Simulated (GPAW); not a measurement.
Records of electronic-structure calculations.

### How the form of the self-energy moves the gap of SiO2 (Quartz)

It takes space group P3_121 (No. 152, trigonal). Conventional cell: a = 4.916 Å, b = 4.916 Å, c = 5.409 Å, α = 90.00°, β = 90.00°, γ = 120.00°. Nearest to Si lie 4 O at 1.61 Å. Nearest to O lie 2 Si at 1.61 Å. Farther neighbours and most contacts between anions are not listed.

```xyz
9
Lattice="4.9158 0.0000 0.0000 -2.4579 4.2572 0.0000 0.0000 0.0000 5.4091" Properties=species:S:1:pos:R:3 pbc="T T T"
Si    2.6068    0.0000    1.8030
Si   -1.3034    2.2576    3.6061
Si    1.1545    1.9996    0.0000
O    -0.2994    1.7633    4.7654
O     1.0805    3.1163    1.1594
O    -0.7811    3.6348    2.9624
O     1.6768    0.6224    0.6437
O     2.1585    2.4939    4.2497
O     3.5384    1.1409    2.4467
```

```yaml
method: DFT, PBE, plane waves, PAW (and 1 further level or step)
program: GPAW 26.7.0
settings_of_one_run: cutoff 600 eV, GPAW PAW setups 1.2.1 data release, 3×3×4 k-mesh, nbands 100
cost: 4 runs, 3.8 min in all on 4 MPI ranks of Intel Xeon Platinum 8375C at 2.90GHz (Ice Lake), shared host (the runs of this entry)
notes: The cell and positions come from the Crystallography Open Database and are kept as given unless a step says otherwise. Bands and cutoff are finite, so the gap is not at the basis limit. The miss can reach some tenths of an eV and take either sign; the mesh is an error of its own. The 3×3×4 mesh is coarse for this cell, which bears on the long-range parts of exchange and screening.
g0w0_godby_needs_plasmon_pole: 8.805 eV
g0w0_full_frequency_hilbert_transform: 8.806 eV
g0w0_multipole: 8.802 eV
known_limits: not at the basis limit; coarse k mesh
```

G0W0, full frequency, Hilbert transform: no change against G0W0, Godby-Needs plasmon pole. G0W0, multipole: −0.003 eV against G0W0, Godby-Needs plasmon pole.

[Paths, hosts, dates, memory and timing lines, banners, echoed tables and standing remarks are left out of the program output.]

[Logs are printed without paths, hosts, clocks, repeated set-up lines and the standing remarks that a program may print on its own settings, such as how far it seeks lower states.]

[Runs of the session that timed out or met a known fault of the program may be left out.]

[Hosts, paths, dates, database ids (printed as entryN), source tags and the programs' standing remarks are cut or masked in the printed files.]
